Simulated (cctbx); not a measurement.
**Accept or mend?**

Cell a = 11.3990 Å, b = 11.3990 Å, c = 11.3990 Å, α = 90.00°, β = 90.00°, γ = 90.00°; space group Fm-3m (no. 225). The compound is Na2CoHgI6.

The data are simulated with cctbx, not measured: Cu Kα, λ = 1.54184 Å, to d = 0.83 Å, 50 % of the full sphere, strongest reflection 20000 counts, noise from counting, a 1.5 % proportional error and a noise floor of 15 counts (s.d.); no absorption.

An anisotropic refinement with weights 1/σ² prints:

```text
Rint 0.025, 98 unique reflections to 0.83 A
cycle     R1     wR2    GooF  max shift (A)
   1  0.0391  0.0863   7.960   0.00017
   2  0.0142  0.0322   2.972   0.00000
final R1 0.0142 wR2 0.0322 GooF 2.972  parameters 6  data/parameter 16.3
atom        x        y        z      Ueq    occ   su(xyz)  su(Uiso or U11)
Hg1    0.50000  0.00000  0.00000   0.0102  1.000  0.00000  0.0003
I1     0.21393  0.00000  0.00000   0.0081  1.000  0.00006  0.0004
Co1    0.00000  0.00000  0.00000   0.0169  1.000  0.00000  0.0010
Na1    0.25000  0.25000  0.75000   0.0088  1.000  0.00000  0.0016
difference map: max 0.88 min -1.86 rms 0.23
Q1    0.2175  0.2175  0.2825   32    0.88  0.64 A from Na1
Q2    0.0000  0.0000  0.1908   24    0.78  0.26 A from I1
Q3    0.0000  0.0000  0.2509   24    0.64  0.42 A from I1
Q4    0.0000  0.0000  0.4116   24    0.60  1.01 A from Hg1
Q5    0.0000  0.0704  0.4296   48    0.54  1.14 A from Hg1
Q6    0.0320  0.0320  0.0970   96    0.51  1.22 A from Co1
```

**Question.** Can this result stand? If not, what is the likely fault?

Mend it. The fault: anomalous dispersion left out. Against the right model at the same level, R1 goes from 0.0056 to 0.0142 and GooF from 0.99 to 2.97, U of Co1 swells from 0.0087 to 0.0169 Å², U of Hg1 swells from 0.0062 to 0.0102 Å² and a hole of -1.9 e/Å³ opens. No atom is wrong: without f′ and f″ the atoms near an edge get the wrong scattering power, which U and the scale absorb. The signs are weak, and the output alone doesn't single this fault out.

The compound is Na2CoHgI6. The right model at the same level gives:

```text
Rint 0.025, 98 unique reflections to 0.83 A
cycle     R1     wR2    GooF  max shift (A)
   1  0.0063  0.0127   1.172   0.00001
   2  0.0056  0.0107   0.986   0.00000
final R1 0.0056 wR2 0.0107 GooF 0.986  parameters 6  data/parameter 16.3
atom        x        y        z      Ueq    occ   su(xyz)  su(Uiso or U11)
Hg1    0.50000  0.00000  0.00000   0.0062  1.000  0.00000  0.0001
I1     0.21392  0.00000  0.00000   0.0098  1.000  0.00002  0.0001
Co1    0.00000  0.00000  0.00000   0.0087  1.000  0.00000  0.0003
Na1    0.25000  0.25000  0.75000   0.0122  1.000  0.00000  0.0006
difference map: max 0.38 min -0.56 rms 0.11
Q1    0.2174  0.2174  0.2826   32    0.38  0.64 A from Na1
Q2    0.0000  0.0000  0.0000    4    0.37  0.00 A from Co1
Q3    0.0000  0.1478  0.3522   48    0.34  2.31 A from I1
Q4    0.0516  0.1785  0.1785   96    0.30  2.16 A from I1
Q5    0.1535  0.1535  0.1535   32    0.29  1.90 A from Na1
Q6    0.0000  0.0000  0.4347   24    0.28  0.74 A from Hg1
```

The model is made up (kin elements in a known structure type, no relaxation), so it says nothing on whether the phase exists.

[Middle refinement cycles are left out of these outputs.]

[Logs are printed without paths, hosts, clocks, repeated set-up lines and the standing remarks that a program may print on its own settings, such as how far it seeks lower states.]
